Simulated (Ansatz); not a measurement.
**How fast states decay through RbLi2BiF6**

Wanted: the relaxed cell of RbLi2BiF6, its band edges and its decay constants. It is built by putting Rb for Na, Li for Cs in the Cs2NaBiF6 structure of space group Fm-3m, with the volume rescaled by atomic radii. The parent structure comes from the Materials Project.

Program: Ansatz 0.2.0. Level of theory: r2SCAN DFT, plane waves, PAW files, in the first sound run; inputs show where later runs differ. Results are calculated unless marked as measured.

This is a report of a sequence of runs, with most program output left out.

The structure was built from a prototype and need not be the compound's stable phase.

**1. Starting point**

Symmetry: Fm-3m, No. 225, cubic system. Conventional cell: a = 8.309 Å, b = 8.309 Å, c = 8.309 Å, α = 90.00°, β = 90.00°, γ = 90.00°. Li has 12 F at 2.94 Å nearest. Rb has 6 F at 2.12 Å nearest. Nearest to Bi lie 6 F at 2.03 Å. Nearest to F lie 1 Bi at 2.03 Å and 1 Rb at 2.12 Å. It derives from Cs2NaBiF6. Rb for Na, Li for Cs in the Cs2NaBiF6 structure of space group Fm-3m. Farther neighbours and most contacts between anions are not listed.

**2. Relaxing the new crystal**

The substituted atoms don't fit the parent's cell, so cell and atoms relax together. A small smearing keeps the run stable in case the gap closes on the way.

input.yaml reads:

```yaml
crystal:
  lattice:
    - [0.0, 4.1543271302, 4.1543271302]
    - [4.1543271302, 0.0, 4.1543271302]
    - [4.1543271302, 4.1543271302, 0.0]
  atoms:
    - { symbol: Li, position: [0.25, 0.25, 0.25] }
    - { symbol: Li, position: [0.75, 0.75, 0.75] }
    - { symbol: Rb, position: [0.5, 0.5, 0.5] }
    - { symbol: Bi, position: [0.0, 0.0, 0.0] }
    - { symbol: F, position: [0.244528, 0.244528, 0.755472] }
    - { symbol: F, position: [0.244528, 0.755472, 0.755472] }
    - { symbol: F, position: [0.755472, 0.755472, 0.244528] }
    - { symbol: F, position: [0.244528, 0.755472, 0.244528] }
    - { symbol: F, position: [0.755472, 0.244528, 0.755472] }
    - { symbol: F, position: [0.755472, 0.244528, 0.244528] }
kpoints:
  mp_grid: { grid: [4, 4, 4] }
scf:
  occupations: { method: gaussian, width: 0.03 }
hamiltonian:
  xc: r2scan
output:
  forces: true
  stress: true
relax:
  f_tol: 0.02
  max_steps: 60
  cell: {}
```

Started as:

```sh
> ansatz run input.yaml --threads 2 --pin off --max-ram 4096MiB --backend cpu --events-out ev --progress --plain --runs-dir out
```

Wall time 60 s (2 threads of Intel Xeon Platinum 8259CL at 2.50GHz (Skylake/Cascade Lake), shared host); peak memory 1.2 GiB; 1.9 min of CPU time.

Relaxation path:

| step | energy less that of the first step (eV) | largest force component (eV/Å) | pressure (GPa) | volume (Å³) |
| --- | --- | --- | --- | --- |
| 1 | 0.0000 | 0.5262 | 43.00 | 143.39 |
| 2 | -4.2766 | 0.3199 | 20.95 | 165.41 |
| 3 | -6.3863 | 0.3463 | 7.86 | 189.57 |
| 4 | -6.9834 | 0.2278 | 1.82 | 208.65 |
| 5 | -7.0439 | 0.0858 | 0.17 | 216.11 |
| 6 | -7.0458 | 0.0297 | 0.08 | 217.29 |
| 7 | -7.0459 | 0.0001 | 0.00 | 217.43 |
| 8* | -7.2064 | 0.0025 | 1.36 | 217.43 |
| 9 | -7.2379 | 0.0021 | 0.37 | 223.87 |
| 10 | -7.2397 | 0.0098 | -0.06 | 226.97 |
| 11 | -7.2399 | 0.0005 | 0.00 | 226.62 |
| 12* | -7.2431 | 0.0004 | -0.02 | 226.62 |

Relaxation steps marked * repeat the geometry before them on a plane-wave basis chosen anew for their cell, so energy and pressure can jump there.

The run keeps the 48 symmetry operations that it works with, so distortions that break them were not tested.

| cell as run | before | after | change |
| --- | --- | --- | --- |
| a (Å) | 5.875 | 6.843 | +16.5 % |
| b (Å) | 5.875 | 6.843 | +16.5 % |
| c (Å) | 5.875 | 6.843 | +16.5 % |
| volume (Å³/atom) | 14.34 | 22.66 | +58.0 % |

The atoms that moved most (Å, as changes of fractional coordinates times the final cell):

| atom | dx | dy | dz | length |
| --- | --- | --- | --- | --- |
| F8 | 0.000 | -0.128 | 0.000 | 0.128 |
| F6 | 0.128 | 0.000 | 0.000 | 0.128 |
| F5 | 0.000 | 0.000 | -0.128 | 0.128 |
| F9 | 0.000 | 0.128 | 0.000 | 0.128 |
| F10 | -0.128 | 0.000 | 0.000 | 0.128 |
| F7 | 0.000 | 0.000 | 0.128 | 0.128 |

Numbers from this step:

```
free energy  : -20963.7736 eV
Fermi energy : 2.684 eV
pressure     : -0.01835 GPa
```

The largest force component on a free atom ends at 4.1e-4 eV/Å.

**3. The bulk crystal and its band edges**

The energy window and the wavevectors of the next steps follow from the band edges, so these are searched first, off the mesh as well.

input.yaml reads:

```yaml
crystal:
  lattice:
    - [0.0, 4.8390053148, 4.8390053148]
    - [4.8390053148, 0.0, 4.8390053148]
    - [4.8390053148, 4.8390053148, 0.0]
  atoms:
    - { symbol: Li, position: [0.25, 0.25, 0.25] }
    - { symbol: Li, position: [0.75, 0.75, 0.75] }
    - { symbol: Rb, position: [0.5, 0.5, 0.5] }
    - { symbol: Bi, position: [0.0, 0.0, 0.0] }
    - { symbol: F, position: [0.2313018278, 0.2313018278, 0.7686981722] }
    - { symbol: F, position: [0.2313018278, 0.7686981722, 0.7686981722] }
    - { symbol: F, position: [0.7686981722, 0.7686981722, 0.2313018278] }
    - { symbol: F, position: [0.2313018278, 0.7686981722, 0.2313018278] }
    - { symbol: F, position: [0.7686981722, 0.2313018278, 0.7686981722] }
    - { symbol: F, position: [0.7686981722, 0.2313018278, 0.2313018278] }
kpoints:
  mp_grid: { grid: [6, 6, 6] }
  band_path: { path: [VBM, CBM], npoints: 30 }
scf:
  occupations: { method: fixed }
hamiltonian:
  xc: r2scan
output:
  eigenvalues: true
  write_potential: true
  write_density: true
  volumetric_format: npy
```

It took 24 s on 2 threads; peak memory 1.1 GiB.

This step gave:

| Property | Result |
| --- | --- |
| free energy | -20963.7735 eV |
| Fermi energy | 0.9432 eV |
| gap on the k-mesh | 3.481 eV |
| gap on path | 3.481 eV, by band count; negative where bands overlap |
| direct gap on path | 3.899 eV |
| edge places on path | 0, 0.5622 1/A along the path |

The electronic bands at the labelled points (eV, zero at the Fermi level (highest filled level under fixed occupations); v1 is the highest filled band, c1 the lowest empty one):

| point | v4 | v3 | v2 | v1 | c1 | c2 | c3 | c4 |
| --- | --- | --- | --- | --- | --- | --- | --- | --- |
| VBM | -2.47 | -2.47 | -2.47 | 0.00 | 4.07 | 4.59 | 5.85 | 5.85 |
| halfway | -2.43 | -2.43 | -2.42 | -0.22 | 3.68 | 5.26 | 5.99 | 5.99 |
| CBM | -2.39 | -2.39 | -2.39 | -0.46 | 3.48 | 5.76 | 6.21 | 6.21 |

The searched edges give 3.48 eV, as on the mesh.

**4. Decaying states in the gap**

This step: r2SCAN DFT, plane waves, PAW files; complex bands by layer matching along the plane's normal (Ansatz 0.2.0).

The same crystal is laid in a cell whose first two vectors span the (111) plane (indices of the standard conventional cell, whose axes can be ordered otherwise than in the bulk input). At fixed energy and wavevector in the plane the solver finds all kz, real and complex. A few wavevectors are listed, (0, 0) and (-0.5, 0) in units of the plane's reciprocal vectors; the slowest state needn't be among them.

input.yaml reads:

```yaml
crystal:
  lattice:
    - [6.843386945, 0.0, 0.0]
    - [3.421693472, 5.926546942, 0.0]
    - [3.421693472, 1.975515647, 5.587602042]
  atoms:
    - { symbol: Li, position: [0.75, 0.75, 0.75] }
    - { symbol: Li, position: [0.25, 0.25, 0.25] }
    - { symbol: Rb, position: [0.5, 0.5, 0.5] }
    - { symbol: Bi, position: [0.0, 0.0, 0.0] }
    - { symbol: F, position: [0.7686981722, 0.2313018278, 0.2313018278] }
    - { symbol: F, position: [0.2313018278, 0.2313018278, 0.7686981722] }
    - { symbol: F, position: [0.2313018278, 0.7686981722, 0.7686981722] }
    - { symbol: F, position: [0.2313018278, 0.7686981722, 0.2313018278] }
    - { symbol: F, position: [0.7686981722, 0.2313018278, 0.7686981722] }
    - { symbol: F, position: [0.7686981722, 0.7686981722, 0.2313018278] }
kpoints:
  mp_grid: { grid: [4, 4, 4] }
scf:
  occupations: { method: fixed }
hamiltonian:
  xc: r2scan
output:
  eigenvalues: true
  transmission:
    leads: [[0, 0]]
    kpoints: [[0.0, 0.0], [-0.5, 0.0]]
    e_range: [-1.0, 4.48]
    de: 0.09
```

The job ended after 3.1 min (2 threads; peak memory 2.2 GiB).

Numbers from this step:

```yaml
free_energy: -20963.7736 eV
level_to_which_the_leads_are_filled: 1.740 eV from the Fermi level
decay_constant_at_the_filling_level_zone_centre: 0.5259 Å⁻¹
decay_constant_at_the_filling_level_slowest_listed_point: 0.5259 Å⁻¹
```

K parallel (0, 0); values up to 1.5 1/Å, a degenerate pair printed once or twice; energies at which all values exceed this have no row. Im kz of the slowest decaying states against energy, zero at the highest filled level on the SCF mesh:

| energy (eV) | decay 1 (Å⁻¹) | decay 2 (Å⁻¹) | decay 3 (Å⁻¹) | decay 4 (Å⁻¹) |
| --- | --- | --- | --- | --- |
| -1.00 | 0.303 | 0.647 | 0.829 | 0.932 |
| -0.73 | 0.233 | 0.683 | 0.831 | 0.978 |
| -0.46 | 0.714 | 0.830 | 1.02 | 1.09 |
| -0.19 | 0.741 | 0.825 | 1.06 | 1.08 |
| -0.01 | 0.756 | 0.821 | 1.08 | 1.08 |
| 0.08 | 0.151 | 0.764 | 0.818 | 1.07 |
| 0.35 | 0.293 | 0.783 | 0.808 | 1.06 |
| 0.62 | 0.370 | 0.795 | 0.800 | 1.05 |
| 0.89 | 0.423 | 0.778 | 0.814 | 1.04 |
| 1.16 | 0.464 | 0.759 | 0.826 | 1.02 |
| 1.43 | 0.497 | 0.735 | 0.835 | 1.01 |
| 1.70 | 0.526 | 0.707 | 0.841 | 0.998 |
| 1.97 | 0.552 | 0.672 | 0.845 | 0.984 |
| 2.24 | 0.578 | 0.629 | 0.846 | 0.969 |
| 2.51 | 0.575 | 0.607 | 0.844 | 0.955 |
| 2.78 | 0.502 | 0.642 | 0.838 | 0.939 |
| 3.05 | 0.403 | 0.687 | 0.829 | 0.922 |
| 3.32 | 0.249 | 0.744 | 0.817 | 0.901 |
| 3.59 | 0.800 | 0.814 | 0.872 | 0.958 |
| 3.86 | 0.778 | 0.828 | 0.897 | 0.914 |
| 4.13 | 0.0618 | 0.751 | 0.768 | 0.867 |
| 4.40 | 0.0874 | 0.699 | 0.718 | 0.818 |

K parallel (-0.5, 0); values up to 1.5 1/Å, a degenerate pair printed once or twice; energies at which all values exceed this have no row. The Im kz of the slowest decaying states by energy, zero at the highest filled level on the SCF mesh:

| energy (eV) | decay 1 (Å⁻¹) | decay 2 (Å⁻¹) | decay 3 (Å⁻¹) | decay 4 (Å⁻¹) |
| --- | --- | --- | --- | --- |
| -1.00 | 0.361 | 0.593 | 0.641 | 0.913 |
| -0.73 | 0.306 | 0.620 | 0.675 | 0.946 |
| -0.46 | 0.189 | 0.641 | 0.703 | 0.970 |
| -0.19 | 0.658 | 0.728 | 0.987 | 1.02 |
| -0.01 | 0.667 | 0.742 | 0.995 | 1.05 |
| 0.08 | 0.175 | 0.672 | 0.749 | 0.998 |
| 0.35 | 0.335 | 0.683 | 0.767 | 1.00 |
| 0.62 | 0.419 | 0.692 | 0.783 | 0.996 |
| 0.89 | 0.476 | 0.702 | 0.796 | 0.982 |
| 1.16 | 0.517 | 0.714 | 0.808 | 0.960 |
| 1.43 | 0.546 | 0.739 | 0.818 | 0.928 |
| 1.70 | 0.563 | 0.794 | 0.826 | 0.963 |
| 1.97 | 0.570 | 0.758 | 0.833 | 0.988 |
| 2.24 | 0.566 | 0.727 | 0.839 | 0.963 |
| 2.51 | 0.554 | 0.698 | 0.845 | 0.934 |
| 2.78 | 0.533 | 0.667 | 0.849 | 0.901 |
| 3.05 | 0.503 | 0.633 | 0.852 | 0.865 |
| 3.32 | 0.461 | 0.594 | 0.824 | 0.855 |
| 3.59 | 0.398 | 0.548 | 0.779 | 0.857 |
| 3.86 | 0.291 | 0.494 | 0.729 | 0.859 |
| 4.13 | 0.428 | 0.672 | 0.859 | 0.909 |
| 4.40 | 0.100 | 0.344 | 0.607 | 0.858 |

At the listed wavevectors the last open channel is at -0.01 eV and the next at +3.50 eV on the grid. At +1.70 eV, the grid energy nearest the filling level (the middle of the gap on the SCF mesh), the slowest state at the listed wavevectors decays with κ = 0.526 Å⁻¹, its amplitude falling by e over 1.9 Å. Through 1 nm of this crystal that state's transmission falls by exp(−2 × 0.526 Å⁻¹ × 10 Å) = 2.7e-5.

**5. Decay over the two-dimensional zone**

The listed points could miss the slowest state, so one energy near mid-gap is solved on a mesh of 8×8.

input.yaml: that of step 4 with these lines changed.

```diff
@@ -24,6 +24,2 @@
   eigenvalues: true
-  transmission:
-    leads: [[0, 0]]
-    kpoints: [[0.0, 0.0], [-0.5, 0.0]]
-    e_range: [-1.0, 4.48]
-    de: 0.09
+  transmission: { leads: [[0, 0]], kmesh: [8, 8], e_range: [1.74, 1.75], de: 0.05 }
```

The job ended after 66 s (2 threads; peak memory 1.5 GiB).

Numbers from this step:

```yaml
least_decay_constant_on_the_mesh: 0.5299 Å⁻¹
```

Slowest decay constant (1/Å; 0 where a channel is open) over k1 and k2. At 1.7400 eV from the Fermi level.

Values, 8 rows by 8 columns:
```
0.664 0.724 0.724 0.664 0.574 0.653 0.653 0.574
0.678 0.724 0.678 0.653 0.598 0.696 0.598 0.653
0.664 0.664 0.653 0.696 0.605 0.605 0.696 0.653
0.565 0.574 0.598 0.605 0.530 0.605 0.598 0.574
0.664 0.653 0.696 0.605 0.605 0.696 0.653 0.664
0.678 0.653 0.598 0.696 0.598 0.653 0.678 0.724
0.664 0.574 0.653 0.653 0.574 0.664 0.724 0.724
0.565 0.664 0.678 0.664 0.565 0.664 0.678 0.664
```
Columns: k1 (b1) from -0.5 to 0.375; rows upwards: k2 (b2) from -0.5 to 0.375.

The least value on the mesh is 0.530 Å⁻¹ at +1.74 eV. At that energy the listed points give about 0.530 Å⁻¹ by interpolation, so the mesh holds no clearly slower state.

**6. Band edges at another level, cutoff 1250 eV**

This step: r2SCAN DFT, plane waves, norm-conserving files (Ansatz 0.2.0).

The edges again with norm-conserving files, at the same atoms. Against that run the cutoff is 1250 eV against 500.

input.yaml reads:

```yaml
crystal:
  lattice:
    - [0.0, 4.8390053148, 4.8390053148]
    - [4.8390053148, 0.0, 4.8390053148]
    - [4.8390053148, 4.8390053148, 0.0]
  atoms:
    - { symbol: Li, position: [0.25, 0.25, 0.25] }
    - { symbol: Li, position: [0.75, 0.75, 0.75] }
    - { symbol: Rb, position: [0.5, 0.5, 0.5] }
    - { symbol: Bi, position: [0.0, 0.0, 0.0] }
    - { symbol: F, position: [0.2313018278, 0.2313018278, 0.7686981722] }
    - { symbol: F, position: [0.2313018278, 0.7686981722, 0.7686981722] }
    - { symbol: F, position: [0.7686981722, 0.7686981722, 0.2313018278] }
    - { symbol: F, position: [0.2313018278, 0.7686981722, 0.2313018278] }
    - { symbol: F, position: [0.7686981722, 0.2313018278, 0.7686981722] }
    - { symbol: F, position: [0.7686981722, 0.2313018278, 0.2313018278] }
kpoints:
  mp_grid: { grid: [6, 6, 6] }
  band_path: { path: [VBM, CBM], npoints: 30 }
scf:
  occupations: { method: fixed }
hamiltonian:
  xc: r2scan
  pseudopotentials: { kind: nc }
output:
  eigenvalues: true
```

Run time: 1.7 min. Hardware: 2 threads; peak memory 1.6 GiB; 3.4 min of CPU time.

Numbers from this step:

| Property | Result |
| --- | --- |
| free energy | -7855.6215 eV |
| Fermi energy | 0.9412 eV |
| gap on the k-mesh | 3.520 eV |
| gap on path | 3.520 eV, by band count; negative where bands overlap |
| direct gap on path | 3.936 eV |

The electronic bands at the labelled points (eV, zero at the Fermi level (highest filled level under fixed occupations); v1 is the highest filled band, c1 the lowest empty one):

| point | v4 | v3 | v2 | v1 | c1 | c2 | c3 | c4 |
| --- | --- | --- | --- | --- | --- | --- | --- | --- |
| VBM | -2.45 | -2.45 | -2.44 | 0.00 | 4.11 | 4.63 | 5.88 | 5.88 |
| halfway | -2.40 | -2.40 | -2.40 | -0.22 | 3.71 | 5.29 | 6.02 | 6.02 |
| CBM | -2.37 | -2.37 | -2.37 | -0.46 | 3.52 | 5.81 | 6.24 | 6.24 |

The searched edges give 3.52 eV, as on the mesh.

**7. Complex bands at another level**

This step: r2SCAN DFT, plane waves, norm-conserving files; complex bands by layer matching along the plane's normal (Ansatz 0.2.0).

The complex bands at that level, over its own gap, at (0, 0) and (-0.5, 0).

input.yaml reads:

```yaml
crystal:
  lattice:
    - [6.843386945, 0.0, 0.0]
    - [3.421693472, 5.926546942, 0.0]
    - [3.421693472, 1.975515647, 5.587602042]
  atoms:
    - { symbol: Li, position: [0.75, 0.75, 0.75] }
    - { symbol: Li, position: [0.25, 0.25, 0.25] }
    - { symbol: Rb, position: [0.5, 0.5, 0.5] }
    - { symbol: Bi, position: [0.0, 0.0, 0.0] }
    - { symbol: F, position: [0.7686981722, 0.2313018278, 0.2313018278] }
    - { symbol: F, position: [0.2313018278, 0.2313018278, 0.7686981722] }
    - { symbol: F, position: [0.2313018278, 0.7686981722, 0.7686981722] }
    - { symbol: F, position: [0.2313018278, 0.7686981722, 0.2313018278] }
    - { symbol: F, position: [0.7686981722, 0.2313018278, 0.7686981722] }
    - { symbol: F, position: [0.7686981722, 0.7686981722, 0.2313018278] }
kpoints:
  mp_grid: { grid: [4, 4, 4] }
scf:
  occupations: { method: fixed }
hamiltonian:
  xc: r2scan
  pseudopotentials: { kind: nc }
output:
  eigenvalues: true
  transmission:
    leads: [[0, 0]]
    kpoints: [[0.0, 0.0], [-0.5, 0.0]]
    e_range: [-1.0, 4.52]
    de: 0.09
```

Run time: 0.29 s. Hardware: 2 threads; peak memory 0.24 GiB.

The program refused the input before any cycle.

The program's message: “Error: memory limit exceeded: the `transmission` phase of `transmission` needs 10.81 GiB against the run's memory maximum of 4.00 GiB; largest carriers: transmission 10.44 GiB, unmodelled-tail allowan …”

**8. A repeat with changed settings: output.transmission.temperature = 150.0**

This step: r2SCAN DFT, plane waves, PAW files; complex bands by layer matching along the plane's normal; changed: output.transmission.temperature = 150.0 (Ansatz 0.2.0).

This run repeats an earlier one, its twin (the complex run, plane (111)), with one setting changed (output.transmission.temperature; files written aside). It is meant to test how the leads' temperature enters. Where the input is shown as a difference, that is against the step before, not the twin.

input.yaml: that of step 7 with these lines changed.

```diff
@@ -22,3 +22,2 @@
   xc: r2scan
-  pseudopotentials: { kind: nc }
 output:
@@ -28,3 +27,4 @@
     kpoints: [[0.0, 0.0], [-0.5, 0.0]]
-    e_range: [-1.0, 4.52]
+    e_range: [-1.0, 4.48]
     de: 0.09
+    temperature: 150.0
```

The job ended after 3.1 min (2 threads; peak memory 2.2 GiB; 4.9 min of CPU time).

Numbers from this step:

```yaml
free_energy: -20963.7736 eV
fermi_energy: 0.9432 eV
gap_on_the_k_mesh: 3.481 eV
```

K parallel (0, 0); values up to 1.5 1/Å, a degenerate pair printed once or twice; energies at which all values exceed this have no row. Im kz of the slowest decaying states against energy, zero at the highest filled level on the SCF mesh:

| energy (eV) | decay 1 (Å⁻¹) | decay 2 (Å⁻¹) | decay 3 (Å⁻¹) | decay 4 (Å⁻¹) |
| --- | --- | --- | --- | --- |
| -1.00 | 0.303 | 0.647 | 0.829 | 0.932 |
| -0.82 | 0.262 | 0.672 | 0.831 | 0.963 |
| -0.55 | 0.142 | 0.704 | 0.831 | 1.01 |
| -0.37 | 0.723 | 0.829 | 1.03 | 1.09 |
| -0.10 | 0.749 | 0.823 | 1.07 | 1.08 |
| -0.01 | 0.756 | 0.821 | 1.08 | 1.08 |
| 0.08 | 0.151 | 0.764 | 0.818 | 1.07 |
| 0.26 | 0.258 | 0.777 | 0.811 | 1.07 |
| 0.53 | 0.348 | 0.795 | 0.799 | 1.05 |
| 0.71 | 0.389 | 0.790 | 0.805 | 1.05 |
| 0.98 | 0.438 | 0.772 | 0.818 | 1.03 |
| 1.16 | 0.464 | 0.759 | 0.826 | 1.02 |
| 1.34 | 0.487 | 0.744 | 0.832 | 1.02 |
| 1.61 | 0.517 | 0.717 | 0.839 | 1.00 |
| 1.79 | 0.535 | 0.696 | 0.843 | 0.993 |
| 2.06 | 0.561 | 0.659 | 0.846 | 0.979 |
| 2.24 | 0.578 | 0.629 | 0.846 | 0.969 |
| 2.42 | 0.594 | 0.597 | 0.845 | 0.960 |
| 2.69 | 0.529 | 0.629 | 0.841 | 0.944 |
| 2.87 | 0.473 | 0.656 | 0.836 | 0.934 |
| 3.14 | 0.360 | 0.704 | 0.826 | 0.915 |
| 3.32 | 0.249 | 0.744 | 0.817 | 0.901 |
| 3.50 | 0.789 | 0.806 | 0.883 | 0.972 |
| 3.77 | 0.786 | 0.844 | 0.868 | 0.929 |
| 3.95 | 0.770 | 0.809 | 0.898 | 0.925 |
| 4.22 | 0.0856 | 0.741 | 0.745 | 0.851 |
| 4.40 | 0.0874 | 0.699 | 0.718 | 0.818 |

K parallel (-0.5, 0); values up to 1.5 1/Å, a degenerate pair printed once or twice; energies at which all values exceed this have no row. Table of Im kz of the slowest decaying states by energy, zero at the highest filled level on the SCF mesh:

(Unchanged from step 4.)

The temperature enters the conductance and not T(E) itself. No conductance was computed here for it to change.

**9. Outcome**

```yaml
band_gap: 3.48 eV
least_decay_constant_at_mid_gap_normal_to_111: 0.526 Å⁻¹
least_decay_constant_on_a_mesh_normal_to_111: 0.530 Å⁻¹
```

With r2SCAN, the slowest decay at the wavevectors tried is κ = 0.526 Å⁻¹, normal to (111). Through such a film the transmission near mid-gap falls as exp(−2κd), a factor of ten every 2.2 Å. A free electron under a barrier of half the gap would need a mass of 0.61 mₑ to decay at this rate. The compound is made up by substitution; its stability against other phases and against distortions of the cell's symmetry was not tested. r2SCAN still narrows gaps, if less than LDA and GGA do, while spin-orbit coupling, left out here, narrows them in compounds of heavy elements, so the error in κ can go either way.

[Logs are printed without paths, hosts, clocks, repeated set-up lines and the standing remarks that a program may print on its own settings, such as how far it seeks lower states.]

[Hosts, paths, dates, database ids (printed as entryN), source tags and the programs' standing remarks are cut or masked in the printed files.]
